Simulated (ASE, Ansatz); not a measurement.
**Electronic structure of random rutile alloy of IrO2 and SiO2 (96 atoms)**

Wanted: forces, charges and levels of random rutile alloy of IrO2 and SiO2 (96 atoms).

Main program and level: Ansatz 0.2.0; Kohn-Sham DFT, PBE, PAW (set soft_2), plane waves.

## 1. Starting point

The cell holds 96 atoms: 20 Si, 64 O and 12 Ir. Its edges and angles: a = 8.597 Å, b = 8.597 Å, c = 11.394 Å, α = 90.0°, β = 90.0°, γ = 90.0°. It derives from IrO2 (rutile) and SiO2, repeated 2×2×4. Rutile IrO2, 2 x 2 x 4 conventional cells, 20 of 32 Ir sites given to Si at random (x = 0.625), lattice by Vegard's rule (cell 4.299, 4.299, 2.848, 90, 90, 90); every coordinate displaced by a Gaussian of 0.07 Å.

Before any run, some limits are plain. The host structure and its lattice constant were typed by rule, without a check against the phase diagram. The main run has no spin polarisation, so moments on Ir can't form in it, and no Hubbard term. No spin–orbit coupling is included, so levels derived from the heavy atoms are approximate.

## 2. Plane-wave single point

The electrons are solved once, with the atoms held.

Input file input.yaml:

```yaml
crystal:
  lattice:
    - [8.5972, 0.0, 0.0]
    - [0.0, 8.5972, 0.0]
    - [0.0, 0.0, 11.3936]
  atoms:
    - { symbol: Si, position: [0.01719, 0.01725, 0.00296] }
    - { symbol: Si, position: [0.24926, 0.24691, 0.12539] }
    - { symbol: O, position: [0.14603, 0.14441, 0.98833] }
    - { symbol: O, position: [0.33607, 0.35739, 0.00614] }
    - { symbol: O, position: [0.10532, 0.40743, 0.1324] }
    - { symbol: O, position: [0.40604, 0.09796, 0.12981] }
    - { symbol: Ir, position: [0.00011, 0.00461, 0.25328] }
    - { symbol: Ir, position: [0.25423, 0.24253, 0.36568] }
    - { symbol: O, position: [0.15073, 0.15141, 0.25651] }
    - { symbol: O, position: [0.33448, 0.3353, 0.24574] }
    - { symbol: O, position: [0.08282, 0.39352, 0.36992] }
    - { symbol: O, position: [0.40767, 0.08785, 0.38141] }
    - { symbol: Ir, position: [0.98752, 0.9949, 0.50409] }
    - { symbol: Ir, position: [0.25513, 0.23625, 0.6303] }
    - { symbol: O, position: [0.14019, 0.13953, 0.5115] }
    - { symbol: O, position: [0.34552, 0.36356, 0.51181] }
    - { symbol: O, position: [0.08651, 0.41414, 0.62249] }
    - { symbol: O, position: [0.40044, 0.09557, 0.6185] }
    - { symbol: Si, position: [0.01131, 0.00894, 0.75088] }
    - { symbol: Si, position: [0.25787, 0.23022, 0.87309] }
    - { symbol: O, position: [0.15096, 0.15141, 0.74899] }
    - { symbol: O, position: [0.3373, 0.34666, 0.75523] }
    - { symbol: O, position: [0.10348, 0.38788, 0.86619] }
    - { symbol: O, position: [0.40675, 0.08402, 0.88198] }
    - { symbol: Si, position: [0.99542, 0.49066, 0.00097] }
    - { symbol: Si, position: [0.26301, 0.73461, 0.11716] }
    - { symbol: O, position: [0.15821, 0.66155, 0.00362] }
    - { symbol: O, position: [0.35145, 0.84604, 0.00416] }
    - { symbol: O, position: [0.08505, 0.91317, 0.11845] }
    - { symbol: O, position: [0.41054, 0.60271, 0.12136] }
    - { symbol: Si, position: [0.01098, 0.50009, 0.25272] }
    - { symbol: Si, position: [0.24992, 0.74933, 0.38664] }
    - { symbol: O, position: [0.14186, 0.6486, 0.24762] }
    - { symbol: O, position: [0.35193, 0.84696, 0.25211] }
    - { symbol: O, position: [0.09957, 0.89672, 0.36868] }
    - { symbol: O, position: [0.39445, 0.58495, 0.37744] }
    - { symbol: Si, position: [0.98904, 0.49226, 0.49806] }
    - { symbol: Ir, position: [0.25582, 0.75287, 0.62335] }
    - { symbol: O, position: [0.15289, 0.6361, 0.50446] }
    - { symbol: O, position: [0.35015, 0.85813, 0.48655] }
    - { symbol: O, position: [0.1071, 0.90706, 0.62829] }
    - { symbol: O, position: [0.41943, 0.59436, 0.62971] }
    - { symbol: Ir, position: [0.0088, 0.50807, 0.74878] }
    - { symbol: Si, position: [0.24834, 0.75506, 0.86734] }
    - { symbol: O, position: [0.14822, 0.65873, 0.74269] }
    - { symbol: O, position: [0.33529, 0.84733, 0.75465] }
    - { symbol: O, position: [0.09865, 0.89111, 0.85967] }
    - { symbol: O, position: [0.4103, 0.59757, 0.88713] }
    - { symbol: Si, position: [0.49781, 0.99853, 0.99926] }
    - { symbol: Ir, position: [0.75191, 0.25732, 0.1308] }
    - { symbol: O, position: [0.65414, 0.14257, 0.00168] }
    - { symbol: O, position: [0.84439, 0.3504, 0.99016] }
    - { symbol: O, position: [0.5888, 0.40509, 0.12075] }
    - { symbol: O, position: [0.9042, 0.09196, 0.12548] }
    - { symbol: Si, position: [0.5066, 0.99522, 0.24559] }
    - { symbol: Ir, position: [0.75209, 0.25821, 0.37348] }
    - { symbol: O, position: [0.66671, 0.14287, 0.24732] }
    - { symbol: O, position: [0.84888, 0.33155, 0.24776] }
    - { symbol: O, position: [0.58894, 0.39926, 0.37736] }
    - { symbol: O, position: [0.90046, 0.09089, 0.38356] }
    - { symbol: Ir, position: [0.49743, 0.02012, 0.49436] }
    - { symbol: Ir, position: [0.75059, 0.25326, 0.63492] }
    - { symbol: O, position: [0.64207, 0.14979, 0.49529] }
    - { symbol: O, position: [0.85266, 0.36003, 0.49864] }
    - { symbol: O, position: [0.61201, 0.41186, 0.63062] }
    - { symbol: O, position: [0.88924, 0.09398, 0.62175] }
    - { symbol: Si, position: [0.5079, 0.98666, 0.75128] }
    - { symbol: Si, position: [0.73997, 0.25411, 0.86813] }
    - { symbol: O, position: [0.65672, 0.14588, 0.74393] }
    - { symbol: O, position: [0.84885, 0.34762, 0.74864] }
    - { symbol: O, position: [0.60991, 0.40311, 0.87717] }
    - { symbol: O, position: [0.90695, 0.08853, 0.86829] }
    - { symbol: Ir, position: [0.4942, 0.50618, 0.00597] }
    - { symbol: Si, position: [0.7578, 0.75814, 0.12761] }
    - { symbol: O, position: [0.66243, 0.66244, 0.99994] }
    - { symbol: O, position: [0.85495, 0.85153, 0.9966] }
    - { symbol: O, position: [0.59014, 0.90586, 0.12356] }
    - { symbol: O, position: [0.90075, 0.5907, 0.12685] }
    [... 12 atom lines left out ...]
    - { symbol: Si, position: [0.48873, 0.50268, 0.74693] }
    - { symbol: Si, position: [0.74805, 0.75303, 0.87719] }
    - { symbol: O, position: [0.64937, 0.64495, 0.76037] }
    - { symbol: O, position: [0.84331, 0.84626, 0.74705] }
    - { symbol: O, position: [0.61069, 0.91303, 0.88595] }
    - { symbol: O, position: [0.91502, 0.59934, 0.8818] }
kpoints:
  mp_grid: { grid: [2, 2, 1] }
hamiltonian:
  xc: pbe
scf:
  occupations: { method: gaussian, width: 0.05 }
output:
  forces: true
  stress: true
  populations: true
  dos:
    method: { smearing: { sigma: 0.1 } }
    de: 0.1
    projected: { site_lists: { Ir: [Ir], O: [O], Si: [Si] } }
  eigenvalues: true
  write_density: true
  write_potential: true
  volumetric_format: npy
```

Command:

```sh
$ ansatz run input.yaml --threads 8 --pin off --max-ram 15872MiB --backend cpu --events-out ev --progress --plain --runs-dir out
```

Numbers of over 12 decimals in the logs are rounded to 6 here.

Log:

```text
Engine: ansatz 0.2.0, aarch64-unknown-linux-gnu
Pseudopotentials: kind: paw
Pseudopotential: Si, paw, valence charge 4, recommended cutoff 420 eV (normal), Si.paw.azcp
Pseudopotential: O, paw, valence charge 6, recommended cutoff 420 eV (normal), O.paw.azcp
Pseudopotential: Ir, paw, valence charge 17, recommended cutoff 420 eV (normal), Ir.paw.azcp
[... 5 lines on functional and potentials left out ...]
Crystal: 96 atoms, lattice volume = 842.122 Å³
Basis set: ecut = 420 eV, 16479 PW (Γ), exchange–correlation on 120×120×160 points (8 copies of the dense FFT grid, shifted against one another)
Bands: 430, of which v1, the nominal top of the filled ones, is band 334 counted from 1 (333 counted from 0)
Symmetry: 1 space group operations
Space group: P1 (ITA 1), of the structure as read, at distance tolerance 9.4e-5 Å
k-points: 4
[... 7 lines on functional and potentials left out ...]
Initial density: superposition of atomic densities (neutral atoms: chi_scale 0, normalization atom), corrected by the library's trained network
Initial wavefunctions: pseudopotential atomic-orbital guess
Functional: x = pbe(κ = 0.804, μ = 0.219515), c = pbe(β = 0.066725)
SCF iter   1: F=—  HF=-192235.731429 eV  |F-HF|=—  |Δ(HF+E_count)|=         —  Δρ=1.79e-2  dr2=6.52e0  ethr=1.77e-3  ⟨swp⟩=6.0  Hψ=7142  notcnv=0  defer=91
preconditioner: auto → Kerker (q_TF=auto, 2.625 Å⁻¹)  [metal: Δε(μ)=0.020 eV  Ē_g=15.424 eV  σ=0.050 eV  W_gap=0.22  n_scr=244 (ndim 8)  ℏωp=30.6 eV  f_vac=0.000  D(μ)=21.09/eV (n_scr^D=126)]
SCF iter   2: F=—  HF=-192235.376894 eV  |F-HF|=—  |Δ(HF+E_count)|=   3.55e-1  Δρ=7.23e-3  dr2=1.62e0  ethr=9.75e-4  ⟨swp⟩=1.8  Hψ=1986  notcnv=0  defer=168
SCF iter   3: F=—  HF=-192235.266839 eV  |F-HF|=—  |Δ(HF+E_count)|=   1.10e-1  Δρ=3.44e-3  dr2=2.45e-1  ethr=2.43e-4  ⟨swp⟩=2.0  Hψ=1380  notcnv=0  defer=360
SCF iter   4: F=—  HF=-192235.242224 eV  |F-HF|=—  |Δ(HF+E_count)|=   2.46e-2  Δρ=1.59e-3  dr2=1.30e-1  ethr=3.66e-5  ⟨swp⟩=1.2  Hψ=1361  notcnv=0  defer=360
SCF iter   5: F=—  HF=-192235.230837 eV  |F-HF|=—  |Δ(HF+E_count)|=   1.14e-2  Δρ=7.33e-4  dr2=2.62e-2  ethr=1.94e-5  ⟨swp⟩=1.0  Hψ=1360  notcnv=0  defer=360
SCF iter   6: F=—  HF=-192235.227443 eV  |F-HF|=—  |Δ(HF+E_count)|=   3.39e-3  Δρ=4.01e-4  dr2=8.47e-3  ethr=3.92e-6  ⟨swp⟩=2.0  Hψ=2160  notcnv=0  defer=360
SCF iter   7: F=—  HF=-192235.226247 eV  |F-HF|=—  |Δ(HF+E_count)|=   1.20e-3  Δρ=2.82e-4  dr2=2.35e-3  ethr=1.27e-6  ⟨swp⟩=3.0  Hψ=2244  notcnv=0  defer=360
SCF iter   8: F=—  HF=-192235.225894 eV  |F-HF|=—  |Δ(HF+E_count)|=   3.53e-4  Δρ=1.62e-4  dr2=7.73e-4  ethr=3.52e-7  ⟨swp⟩=2.5  Hψ=2164  notcnv=0  defer=360
SCF iter   9: F=—  HF=-192235.225805 eV  |F-HF|=—  |Δ(HF+E_count)|=   8.97e-5  Δρ=7.81e-5  dr2=1.77e-4  ethr=1.16e-7  ⟨swp⟩=3.0  Hψ=2216  notcnv=0  defer=360
SCF iter  10: F=—  HF=-192235.225781 eV  |F-HF|=—  |Δ(HF+E_count)|=   2.32e-5  Δρ=3.94e-5  dr2=4.22e-5  ethr=2.65e-8  ⟨swp⟩=3.0  Hψ=2236  notcnv=0  defer=360
SCF iter  11: F=—  HF=-192235.224876 eV  |F-HF|=—  |Δ(HF+E_count)|=   9.05e-4  Δρ=1.89e-5  dr2=1.15e-5  ethr=6.32e-9  ⟨swp⟩=3.0  Hψ=2662  notcnv=0  defer=360
SCF iter  12: F=—  HF=-192235.224875 eV  |F-HF|=—  |Δ(HF+E_count)|=   1.46e-6  Δρ=9.80e-6  dr2=2.57e-6  ethr=1.72e-9  ⟨swp⟩=3.0  Hψ=2254  notcnv=0  defer=360
SCF iter  13: F=—  HF=-192235.224875 eV  |F-HF|=—  |Δ(HF+E_count)|=   3.34e-7  Δρ=5.79e-6  dr2=7.51e-7  ethr=3.84e-10  ⟨swp⟩=3.0  Hψ=2492  notcnv=0  defer=360
SCF iter  14: F=—  HF=-192235.224875 eV  |F-HF|=—  |Δ(HF+E_count)|=   8.65e-8  Δρ=2.93e-6  dr2=2.85e-7  ethr=1.12e-10  ⟨swp⟩=2.2  Hψ=2200  notcnv=0  defer=360
SCF iter  15: F=-192235.224874 eV  HF=-192235.224875 eV  |F-HF|=7.25e-8  |Δ(HF+E_count)|=   3.66e-8  Δρ=1.28e-6  dr2=8.00e-8  ethr=1.50e-11  ⟨swp⟩=15.8  Hψ=13644  notcnv=0
SCF 1 converged in 15 iterations: F = -192235.224874 eV  dr2 = 8.00e-8
  greatest PAW one-centre occupation: 1.001 electrons in one spin orbital (limit 2), on the Ir atom at site 60 (counted from 0), in its partial waves of l = 1
SCF converged after 15 iterations
Free energy (F): -192235.224874 eV
Harris-Foulkes:  -192235.224875 eV  (|F-HF|=7.25e-8)
Internal energy: -192235.185607 eV  (E = F + TS)
E sigma→0 (E₀):  -192235.205241 eV
Entropy (-TS):   -0.039267 eV (-0.409 meV/atom)
Fermi energy:    13.729708 eV
--- Per-component energies (eV) ---
  E_band       = -2064.497132
  E_kinetic    = 19923.033057
  E_local      = -50482.488591  (includes V_loc(G=0)·N_el)
  E_nonlocal   = 4432.221457
  E_hartree    = 19951.195533
  E_xc         = -9100.635557
  E_vxc        = -10652.204555  (∫ρ·V_xc dr)
  E_paw        = -131113.173749  (= ΣΔE_a)
  E_vpaw       = -5187.623189  (= ΣTr[D̂ρ^β])
  E_aug_tail   = 0.162186  (compensation charges beyond the density's cutoff)
  E_ewald      = -45845.499943
  E_smearing   = -0.039267  (= −TS)
  E_closure    = -0.000000  (closes the sum)
  Σ components = -192235.224874   (vs F -192235.224874, Δ=0.00e0)
--- Forces (eV/Å), atoms counted from 1 ---
  atom   1  Si    -5.89436452    -5.13773719    -1.59906517
  atom   2  Si     0.41791301     0.83266616    -1.26733736
  atom   3  O      4.39052201     3.81810971     0.99658850
  atom   4  O     -3.33710540    -5.11997409    -0.50119106
  atom   5  O     -1.07051599    -1.33608823    -1.68170513
  atom   6  O     -1.07981478     0.57212957    -0.99338582
  atom   7  Ir    -1.44909137    -2.23080892    -1.78799546
  atom   8  Ir    -1.80993010     0.80857643    16.36856926
  atom   9  O     -1.08667412    -1.00305920    -8.68161367
  atom  10  O      3.46822327     3.39196438    -6.92759983
  atom  11  O     -0.15576626     1.36486372     0.19482560
  atom  12  O     -6.67828273     6.28140935   -15.19546845
  atom  13  Ir     3.80217064    -4.09852496     0.42600656
  atom  14  Ir    -3.73705430     7.30533833    -5.04487984
[...]
atom  95  O     -1.40946888    -0.94972352    -2.57663295
  atom  96  O     -1.62293692     1.52521105     2.91242208
  max |Σ_I F_I| component: 5.55e-5 eV/Å
--- Stress (GPa, compression-positive) ---
       28.207696       1.056798       1.284565
        1.056797      28.633120      -1.187465
        1.284565      -1.187465      43.451786
  P = ⅓ Tr σ = 33.4309 GPa (334.309 kbar)
--- Band table (eV) ---
  k-point 0: bands = ["-80.8924", "-80.2448", "-79.9935", "-79.9612", [... 414 levels ...], "23.0611", "23.0854", "23.2154", "23.2461", "23.3058", "23.3193", "23.3788", "23.3953", "23.4874", "23.5477", "23.6400", "23.6603"]
[...]
--- Löwdin populations: 96 sites ---
  site symbol       q [e]
     0     Si      2.4027
     1     Si      2.4928
     2      O      6.7036
[...]
95      O      6.6914
  spilling = 0.008150 (of n_electrons = 668.000000)
```

It took 39 s on 8 threads of Arm Neoverse V2, shared host; peak memory 6.2 GiB; 5 min of CPU time.

Reading the cycles: dr2 is the Hartree energy of the density residual (eV), the measure of convergence; HF is the Harris–Foulkes estimate of the energy, which meets the free energy F at convergence.

Read from the output:

- free energy: -192235.2249 eV
- free energy per atom: -2002.4503 eV/atom
- SCF cycles: 15
- pressure: 33.43 GPa
- r.m.s. force component: 3.627 eV/Å
- longest force: 17.75 eV/Å
- Fermi energy: 13.73 eV
- levels partly filled by over 2 per cent: 10
- spilling of the projection: 0.00815

Neighbours are counted within 2.16 Å (O-Si), 2.48 Å (O-Ir).

Length of the force by element and coordination:

| element | coordination | atoms | mean length of the force (eV/Å) | spread | least | most |
| --- | --- | --- | --- | --- | --- | --- |
| Ir | all | 12 | 9.58 | 4.89 | 3.21 | 17.7 |
| O | all | 64 | 4.76 | 3.33 | 0.422 | 17.7 |
| O | 2 | 1 | 5.13 | 0 | 5.13 | 5.13 |
| O | 3 | 63 | 4.75 | 3.35 | 0.422 | 17.7 |
| Si | all | 20 | 2.98 | 1.82 | 0.977 | 7.98 |
| Si | 5 | 1 | 3.35 | 0 | 3.35 | 3.35 |
| Si | 6 | 19 | 2.96 | 1.86 | 0.977 | 7.98 |

Löwdin charges by element and coordination (they lack the spilled electrons, 0.057 e an atom on average):

| element | coordination | atoms | mean charge (e) | spread | least | most |
| --- | --- | --- | --- | --- | --- | --- |
| Ir | all | 12 | 1.48 | 0.0851 | 1.37 | 1.69 |
| O | all | 64 | -0.677 | 0.0553 | -0.746 | -0.532 |
| O | 2 | 1 | -0.709 | 0 | -0.709 | -0.709 |
| O | 3 | 63 | -0.676 | 0.0556 | -0.746 | -0.532 |
| Si | all | 20 | 1.55 | 0.0355 | 1.49 | 1.61 |
| Si | 5 | 1 | 1.57 | 0 | 1.57 | 1.57 |
| Si | 6 | 19 | 1.55 | 0.0361 | 1.49 | 1.61 |

Density of states as counts of states in windows of 1 eV (from the Fermi level), total and the larger projections:

| from (eV) | to (eV) | total | O p | Ir d | Si p |
| --- | --- | --- | --- | --- | --- |
| -14 | -13 | 0.0 | 0.0 | 0.0 | 0.0 |
| -13 | -12 | 3.1 | 1.9 | 0.3 | 0.1 |
| -12 | -11 | 19.4 | 11.8 | 3.0 | 0.7 |
| -11 | -10 | 28.9 | 18.0 | 5.6 | 1.4 |
| -10 | -9 | 37.2 | 24.3 | 7.0 | 2.7 |
| -9 | -8 | 40.6 | 28.2 | 6.0 | 3.4 |
| -8 | -7 | 43.7 | 32.1 | 5.4 | 3.4 |
| -7 | -6 | 46.6 | 36.6 | 4.5 | 3.1 |
| -6 | -5 | 51.2 | 43.0 | 4.0 | 2.0 |
| -5 | -4 | 52.5 | 46.0 | 3.5 | 1.1 |
| -4 | -3 | 43.8 | 39.5 | 2.7 | 0.4 |
| -3 | -2 | 23.9 | 17.4 | 5.5 | 0.2 |
| -2 | -1 | 30.1 | 9.7 | 18.8 | 0.4 |
| -1 | 0 | 23.6 | 9.2 | 13.3 | 0.3 |
| 0 | 1 | 11.3 | 4.7 | 6.2 | 0.1 |
| 1 | 2 | 0.0 | 0.0 | 0.0 | 0.0 |
| 2 | 3 | 9.7 | 1.9 | 3.8 | 0.4 |
| 3 | 4 | 22.9 | 5.6 | 8.6 | 1.3 |
| 4 | 5 | 25.8 | 7.6 | 7.3 | 2.2 |

Between -26 and -14 eV lie 128 more states.

The stored curve holds about 573 of the 668 electrons; the rest, give or take the few that broadening carries across the Fermi level, lie in deeper levels below its range.

The levels nearest the highest filled one (over half full), pooled over k-points and spins:

| level less the highest filled one (eV) | occupation |
| --- | --- |
| -0.06 | 1.96 |
| -0.0548 | 1.94 |
| -0.032 | 1.79 |
| -0.0306 | 1.77 |
| -0.0195 | 1.63 |
| 0 | 1.27 |
| 0.0291 | 0.629 |
| 0.0302 | 0.607 |
| 0.0489 | 0.298 |
| 0.0733 | 0.083 |
| 0.0939 | 0.021 |
| 0.0981 | 0.015 |

Electrostatic potential energy in the ab plane at fractional z = 0.001, with atoms of Si and O and Ir within 0.2 Å of it. With pseudopotentials it is smooth inside the atoms' cores, unlike the true potential.

Ten even steps from '0' (-47 eV) to '9' (18 eV), each cell a mean:
```
125899999840026899999973
568999987764358999986787
889999952377789999952379
999999830269999999841269
999999853489999999963489
999989888899999988998999
998547899999998546899999
996214899999996214899999
996225999988886225999999
788668999863357668999987
247999999720015899999852
016899999610005899999730
026899998610016899999730
247999975652247999987763
788999731377789999842377
999999621389999999831379
999999854699999999853589
999998888999999999988999
998678899999999778999999
985226899999996226999999
773126999998884115999998
344348999876676447999975
014789999852137889999862
003799999730016899999850
```
Columns run along a (8.6 Å; values clipped at the 3rd and 97th percentile), rows up along b (8.6 Å). Atoms in or near the plane, at fractional coordinates: Si at (0.02, 0.02), O at (0.15, 0.14), O at (0.34, 0.36), Si at (0.00, 0.49), O at (0.16, 0.66), O at (0.35, 0.85), Si at (0.50, 0.00), O at (0.65, 0.14), O at (0.84, 0.35), Ir at (0.49, 0.51), O at (0.66, 0.66), O at (0.85, 0.85).

Valence density in the ab plane at fractional z = 0.001, with atoms of Si and O and Ir within 0.2 Å of it. It is the smooth field of the valence electrons, not physical close to the nuclei.

Ten even steps from '_' (0.0 e/Å³) to '@' (8.8 e/Å³), each cell a mean:
```
________________________________________________
________________....____________________....____
______________::++==..________________::**==..__
______________==##**..________________--##**::__
______________::==--..________________..==--..__
________________..______________________________
____..----..________________..----..____________
____::**##::________________::**##--____________
____::++**::________________::++**--____________
____..::::__________..::::......::..____________
____________________==##%%==..__________________
__________________..++@@@@##..__________________
__________________..--##%%++..__________________
______________..::....--==::__________......____
____________..++**--..________________--++--..__
____________..++##==________________..==##++..__
______________::--..__________________::==::____
________________________________________________
______....____________________....______________
____::++==..________________::++++::____________
__..--##**..________________--####::____________
____::----__________________..==--..____________
______..______________________..________________
________________________________________________
```
Columns run along a (8.6 Å), rows up along b (8.6 Å). Atoms in or near the plane, at fractional coordinates: Si at (0.02, 0.02), O at (0.15, 0.14), O at (0.34, 0.36), Si at (0.00, 0.49), O at (0.16, 0.66), O at (0.35, 0.85), Si at (0.50, 0.00), O at (0.65, 0.14), O at (0.84, 0.35), Ir at (0.49, 0.51), O at (0.66, 0.66), O at (0.85, 0.85).

Mean Löwdin charges: Ir +1.48, O -0.68, Si +1.55 e (they miss 0.81 % of the electrons, so they add up to more than the cell's charge). Within 0.4 eV of the Fermi level the largest share is Ir d (55 % of the projected weight).

(Part 1 of 2 ends here.)

[Logs are printed without paths, hosts, clocks, repeated set-up lines and the standing remarks that a program may print on its own settings, such as how far it seeks lower states.]

[Hosts, paths, dates, database ids (printed as entryN), source tags and the programs' standing remarks are cut or masked in the printed files.]
